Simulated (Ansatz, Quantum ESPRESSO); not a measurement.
# SrSi3 (Pm-3m): zone-centre phonons

Aim: the zone-centre modes of SrSi3 (Pm-3m).

Calculated with Quantum ESPRESSO 7.5; DFT PBE, scalar-relativistic, plane waves, PseudoDojo norm-conserving pseudopotentials.

The structure was built from a prototype and need not be the compound's stable phase.

## 1. Set-up

The structure is cubic, space group Pm-3m (No. 221). The conventional cell has a = 4.579 Å, b = 4.579 Å, c = 4.579 Å, α = 90.00°, β = 90.00°, γ = 90.00°. Nearest to Sr lie 12 Si at 3.24 Å. Si has 4 Sr at 3.24 Å and 8 Si at 3.24 Å nearest. Farther neighbours are not listed.

## 2. A first look

Before anything dear is run, a loose run with smearing shows whether this is a metal and how far the cell is from rest.

probe.in reads:

```
&CONTROL
  calculation = 'scf'
  prefix      = 'x'
  outdir      = './tmp'
  pseudo_dir  = './pseudo'
  tprnfor     = .true.
  tstress     = .true.
  verbosity   = 'high'
/
&SYSTEM
  ibrav       = 1
  celldm(1)   = 8.65278564
  nat         = 4
  ntyp        = 2
  ecutwfc     = 68.0
  occupations = 'smearing'
  smearing    = 'gaussian'
  degauss     = 0.01
/
&ELECTRONS
  conv_thr         = 1.0d-07
  mixing_beta      = 0.7
  electron_maxstep = 100
/
ATOMIC_SPECIES
 Sr     87.6200  Sr.upf
 Si     28.0850  Si.upf
ATOMIC_POSITIONS crystal
 Sr     0.000000000   0.000000000   0.000000000
 Si     0.000000000   0.500000000   0.500000000
 Si     0.500000000   0.000000000   0.500000000
 Si     0.500000000   0.500000000   0.000000000
K_POINTS automatic
 4 4 4 0 0 0
```

The run is started by

```
> OMP_NUM_THREADS=1 mpirun -n 4 pw.x -nk 4 -in probe.in > probe.out
```

What it wrote:

```text
[banners, grids, parts of the stress and lines that vanish by symmetry left out]
Program PWSCF v.7.5
     bravais-lattice index     =            1
     lattice parameter (alat)  =       8.6528  a.u.
[...]
kinetic-energy cutoff     =      68.0000  Ry
     charge density cutoff     =     272.0000  Ry
     scf convergence threshold =      1.0E-07
[...]
Exchange-correlation= PBE
                           (   1   4   3   4   0   0   0)
[...]
48 Sym. Ops., with inversion, found
[...]
(     0          1          0      )
                  (     0          0          1      )
[...]
(  0.0000000  1.0000000  0.0000000 )
                  (  0.0000000  0.0000000  1.0000000 )
[...]
(     0         -1          0      )
                  (     0          0          1      )
[...]
(     1          0          0      )
[...]
( -1.0000000  0.0000000  0.0000000 )
                  (  0.0000000  1.0000000  0.0000000 )
[...]
number of k points=    10  Gaussian smearing, width (Ry)=  0.0100
[...]
End of self-consistent calculation
[...]
the Fermi energy is     6.8927 ev
!    total energy              =     -93.75370235 Ry
[...]
convergence has been achieved in   6 iterations
[...]
atom    1 type  1   force =     0.00000000    0.00000000    0.00000000
     atom    2 type  2   force =     0.00000000    0.00000000    0.00000000
     atom    3 type  2   force =     0.00000000    0.00000000    0.00000000
     atom    4 type  2   force =     0.00000000    0.00000000    0.00000000
[...]
Total force =     0.000000     Total SCF correction =     0.000000
[...]
total   stress  (Ry/bohr**3)                   (kbar)     P=      -77.03
[...]
XML data file, charge density, pseudopotentials, collected wavefunctions

   JOB DONE.
```

Run time: 4.2 s. Hardware: 4 MPI ranks of Arm Neoverse V2, shared host.

Numbers from this step:

```yaml
volume_per_atom: 24.00 Å³
pressure: -7.703 GPa
gap_on_the_k_mesh: 0 eV
```

No gap opens on this mesh, so smearing is kept; the start stands at -7.7 GPa.

## 3. Relaxing the cell and atoms

The relaxation runs at a cutoff a fifth above that of the response, since stress converges more slowly with the basis than frequencies do. Forces and stress are brought to rest with tight thresholds.

relax.in reads:

```
&CONTROL
  calculation   = 'vc-relax'
  prefix        = 'x'
  outdir        = './tmp'
  pseudo_dir    = './pseudo'
  tprnfor       = .true.
  tstress       = .true.
  forc_conv_thr = 2.0d-05
  etot_conv_thr = 1.0d-07
  nstep         = 40
/
&SYSTEM
  ibrav       = 1
  celldm(1)   = 8.65278564
  nat         = 4
  ntyp        = 2
  ecutwfc     = 82
  occupations = 'smearing'
  smearing    = 'mv'
  degauss     = 0.02
/
&ELECTRONS
  conv_thr         = 1.0d-11
  mixing_beta      = 0.7
  electron_maxstep = 100
/
&IONS
/
&CELL
  press_conv_thr = 0.2
/
ATOMIC_SPECIES
 Sr     87.6200  Sr.upf
 Si     28.0850  Si.upf
ATOMIC_POSITIONS crystal
 Sr     0.000000000   0.000000000   0.000000000
 Si     0.000000000   0.500000000   0.500000000
 Si     0.500000000   0.000000000   0.500000000
 Si     0.500000000   0.500000000   0.000000000
K_POINTS automatic
 8 8 8 0 0 0
```

The run is started by

```
> OMP_NUM_THREADS=1 mpirun -n 4 pw.x -nk 4 -in relax.in > relax.out
```

What it wrote:

```text
[banners, grids, parts of the stress and lines that vanish by symmetry left out]
[banner, memory and clock lines left out]
Program PWSCF v.7.5

[...]
kinetic-energy cutoff     =      82.0000  Ry
     charge density cutoff     =     328.0000  Ry
     scf convergence threshold =      1.0E-11
[...]
energy convergence thresh.=      1.0E-07
     force convergence thresh. =      2.0E-05
     press convergence thresh. =      2.0E-01
     Exchange-correlation= PBE
                           (   1   4   3   4   0   0   0)
[...]
48 Sym. Ops., with inversion, found
[...]
number of k points=    35  Marzari-Vanderbilt smearing, width (Ry)=  0.0200
[...]
End of self-consistent calculation
[...]
the Fermi energy is     6.8294 ev
!    total energy              =     -93.76371225 Ry
[...]
convergence has been achieved in  10 iterations
[...]
atom    1 type  1   force =     0.00000000    0.00000000    0.00000000
     atom    2 type  2   force =     0.00000000    0.00000000    0.00000000
     atom    3 type  2   force =     0.00000000    0.00000000    0.00000000
     atom    4 type  2   force =     0.00000000    0.00000000    0.00000000
     Total force =     0.000000     Total SCF correction =     0.000000
[...]
total   stress  (Ry/bohr**3)                   (kbar)     P=      -71.44
[...]
number of bfgs steps    =   0
[...]
CELL_PARAMETERS (alat=  8.65278564)
[...]
ATOMIC_POSITIONS (crystal)
Sr               0.0000000000        0.0000000000        0.0000000000
Si               0.0000000000        0.5000000000        0.5000000000
Si               0.5000000000        0.0000000000        0.5000000000
Si               0.5000000000        0.5000000000        0.0000000000
[...]
New effective cutoffs (rho, wfc):  336.08   84.02
[...]
End of self-consistent calculation
[...]
the Fermi energy is     7.2004 ev
!    total energy              =     -93.77428578 Ry
[...]
convergence has been achieved in   8 iterations
[...]
atom    1 type  1   force =     0.00000000    0.00000000    0.00000000
     atom    2 type  2   force =     0.00000000    0.00000000    0.00000000
     atom    3 type  2   force =     0.00000000    0.00000000    0.00000000
     atom    4 type  2   force =     0.00000000    0.00000000    0.00000000
     Total force =     0.000000     Total SCF correction =     0.000000
[...]
total   stress  (Ry/bohr**3)                   (kbar)     P=      -61.63
[...]
number of bfgs steps    =   1
[...]
WARNING: bfgs curvature condition failed, Theta= 0.950
[...]
CELL_PARAMETERS (alat=  8.65278564)
[...]
ATOMIC_POSITIONS (crystal)
[...]
New effective cutoffs (rho, wfc):  348.83   87.21
[...]
End of self-consistent calculation
[...]
the Fermi energy is     7.7898 ev
!    total energy              =     -93.78642276 Ry
[...]
convergence has been achieved in  10 iterations
[...]
atom    1 type  1   force =     0.00000000    0.00000000    0.00000000
     atom    2 type  2   force =     0.00000000    0.00000000    0.00000000
     atom    3 type  2   force =     0.00000000    0.00000000    0.00000000
     atom    4 type  2   force =     0.00000000    0.00000000    0.00000000
     Total force =     0.000000     Total SCF correction =     0.000000
[...]
ATOMIC_POSITIONS (crystal)
[...]
New effective cutoffs (rho, wfc):  370.11   92.53
[...]
End of self-consistent calculation
[...]
the Fermi energy is     8.7966 ev
!    total energy              =     -93.79425157 Ry
[...]
convergence has been achieved in   7 iterations
[...]
Total force =     0.000000     Total SCF correction =     0.000000
[...]
total   stress  (Ry/bohr**3)                   (kbar)     P=        0.25
[...]
number of bfgs steps    =   4
[...]
CELL_PARAMETERS (alat=  8.65278564)
[...]
ATOMIC_POSITIONS (crystal)
[...]
New effective cutoffs (rho, wfc):  370.00   92.50
[...]
End of self-consistent calculation
[...]
the Fermi energy is     8.7915 ev
!    total energy              =     -93.79425177 Ry
[...]
convergence has been achieved in   5 iterations
[...]
Total force =     0.000000     Total SCF correction =     0.000000
[...]
total   stress  (Ry/bohr**3)                   (kbar)     P=       -0.00
[...]
number of bfgs steps    =   5
[...]
small trust_radius: resetting bfgs history
[...]
CELL_PARAMETERS (alat=  8.65278564)
[...]
ATOMIC_POSITIONS (crystal)
[...]
New effective cutoffs (rho, wfc):  370.00   92.50
[...]
End of self-consistent calculation
[...]
the Fermi energy is     8.7915 ev
!    total energy              =     -93.79425177 Ry
[...]
convergence has been achieved in   1 iterations
[...]
atom    1 type  1   force =     0.00000000    0.00000000    0.00000000
     atom    2 type  2   force =     0.00000000    0.00000000    0.00000000
     atom    3 type  2   force =     0.00000000    0.00000000    0.00000000
     atom    4 type  2   force =     0.00000000    0.00000000    0.00000000
     Total force =     0.000000     Total SCF correction =     0.000000
[...]
total   stress  (Ry/bohr**3)                   (kbar)     P=       -0.00
[...]
bfgs converged in   7 scf cycles and   6 bfgs steps
[...]
End of BFGS Geometry Optimization
     Final enthalpy           =     -93.7942517667 Ry
     File ./tmp/x.bfgs deleted, as requested
[...]
CELL_PARAMETERS (alat=  8.65278564)
[...]
ATOMIC_POSITIONS (crystal)
[...]
Si               0.5000000000        0.0000000000        0.5000000000
Si               0.5000000000        0.5000000000        0.0000000000
[...]
Final scf calculation at the relaxed structure.
[...]
kinetic-energy cutoff     =      82.0000  Ry
     charge density cutoff     =     328.0000  Ry
     scf convergence threshold =      1.0E-13
[...]
press convergence thresh. =      2.0E-01
     Exchange-correlation= PBE
                           (   1   4   3   4   0   0   0)
[...]
48 Sym. Ops., with inversion, found
[...]
number of k points=    35  Marzari-Vanderbilt smearing, width (Ry)=  0.0200
[...]
c_bands:  2 eigenvalues not converged
     c_bands:  2 eigenvalues not converged
     c_bands:  1 eigenvalues not converged
     c_bands:  2 eigenvalues not converged
     c_bands:  2 eigenvalues not converged
     c_bands:  1 eigenvalues not converged
[...]
End of self-consistent calculation
[...]
the Fermi energy is     8.7916 ev
!    total energy              =     -93.79423529 Ry
[...]
convergence has been achieved in  12 iterations
[...]
atom    1 type  1   force =     0.00000000    0.00000000    0.00000000
     atom    2 type  2   force =     0.00000000    0.00000000    0.00000000
     atom    3 type  2   force =     0.00000000    0.00000000    0.00000000
     atom    4 type  2   force =     0.00000000    0.00000000    0.00000000
     Total force =     0.000000     Total SCF correction =     0.000000
[...]
total   stress  (Ry/bohr**3)                   (kbar)     P=       -0.04
[...]
XML data file, charge density, pseudopotentials, collected wavefunctions
```

It took 1.8 min on 4 MPI ranks.

Step by step:

| step | energy less that of the first step (eV) | largest force (eV/Å) | pressure (GPa) | volume (Å³) |
| --- | --- | --- | --- | --- |
| 1 | 0.0000 | 0.0000 | -7.14 | 96.00 |
| 2 | -0.1439 | 0.0000 | -6.16 | 92.55 |
| 3 | -0.3090 | 0.0000 | -4.26 | 87.52 |
| 4 | -0.4154 | 0.0000 | -0.15 | 80.33 |
| 5 | -0.4155 | 0.0000 | 0.03 | 80.08 |
| 6 | -0.4155 | 0.0000 | 0.00 | 80.12 |
| 7 | -0.4155 | 0.0000 | 0.00 | 80.12 |
| 8 | -0.4153 | 0.0000 | 0.00 | 80.12 |

| conventional cell, symmetrised | before | after | change |
| --- | --- | --- | --- |
| a (Å) | 4.579 | 4.311 | -5.9 % |
| b (Å) | 4.579 | 4.311 | -5.9 % |
| c (Å) | 4.579 | 4.311 | -5.9 % |
| volume (Å³/atom) | 24.00 | 20.03 | -16.5 % |

The relaxed structure:

```
Sr Si
1.0
     4.31096    0.00000    0.00000
     0.00000    4.31096    0.00000
     0.00000    0.00000    4.31096
Sr Si
1 3
Direct
  0.00000 0.00000 0.00000
  0.00000 0.50000 0.50000
  0.50000 0.00000 0.50000
  0.50000 0.50000 0.00000
```

The last row of the table of steps is pw.x's closing run on a basis chosen anew for the final cell, so its energy can jump.

This step gave:

* volume per atom: 20.03 Å³
* pressure: -0.004 GPa

The volume changes by -16.5 % from the cell with which this run began.

## 4. Ground state

Perturbation theory inherits every error of the wavefunctions, so the threshold is set near the limit of the arithmetic. Smearing stays on, as the first look found no gap above 0.3 eV.

scf.in reads:

```
&CONTROL
  calculation = 'scf'
  prefix      = 'x'
  outdir      = './tmp'
  pseudo_dir  = './pseudo'
  tprnfor     = .true.
  tstress     = .true.
/
&SYSTEM
  ibrav       = 1
  celldm(1)   = 8.14653963
  nat         = 4
  ntyp        = 2
  ecutwfc     = 68.0
  occupations = 'smearing'
  smearing    = 'mv'
  degauss     = 0.02
/
&ELECTRONS
  conv_thr         = 1.0d-12
  mixing_beta      = 0.7
  electron_maxstep = 100
/
ATOMIC_SPECIES
 Sr     87.6200  Sr.upf
 Si     28.0850  Si.upf
ATOMIC_POSITIONS crystal
 Sr     0.000000000   0.000000000   0.000000000
 Si     0.000000000   0.500000000   0.500000000
 Si     0.500000000   0.000000000   0.500000000
 Si     0.500000000   0.500000000   0.000000000
K_POINTS automatic
 8 8 8 0 0 0
```

The run is started by

```
> OMP_NUM_THREADS=1 mpirun -n 4 pw.x -nk 4 -in scf.in > scf.out
```

What it wrote:

```text
[banners, grids, parts of the stress and lines that vanish by symmetry left out]
[banner, memory and clock lines left out]
Program PWSCF v.7.5

[...]
kinetic-energy cutoff     =      68.0000  Ry
     charge density cutoff     =     272.0000  Ry
     scf convergence threshold =      1.0E-12
[...]
Exchange-correlation= PBE
                           (   1   4   3   4   0   0   0)
[...]
48 Sym. Ops., with inversion, found
[...]
number of k points=    35  Marzari-Vanderbilt smearing, width (Ry)=  0.0200
[...]
c_bands:  1 eigenvalues not converged
     c_bands:  1 eigenvalues not converged
[...]
End of self-consistent calculation
[...]
the Fermi energy is     8.7916 ev
!    total energy              =     -93.79419412 Ry
[...]
convergence has been achieved in  11 iterations
[...]
atom    1 type  1   force =     0.00000000    0.00000000    0.00000000
     atom    2 type  2   force =     0.00000000    0.00000000    0.00000000
     atom    3 type  2   force =     0.00000000    0.00000000    0.00000000
     atom    4 type  2   force =     0.00000000    0.00000000    0.00000000
     Total force =     0.000000     Total SCF correction =     0.000000
[...]
total   stress  (Ry/bohr**3)                   (kbar)     P=       -0.04
[...]
XML data file, charge density, pseudopotentials, collected wavefunctions
```

Wall time 14 s (4 MPI ranks); 57 s of CPU time.

The cell stands at -0.004 GPa, close enough for phonons.

(Continued in part 2 of 3.)

[Host names and launcher messages were left out of these logs when they were recorded.]

[Logs are printed without paths, hosts, clocks, repeated set-up lines and the standing remarks that a program may print on its own settings, such as how far it seeks lower states.]

[Hosts, paths, dates, database ids (printed as entryN), source tags and the programs' standing remarks are cut or masked in the printed files.]
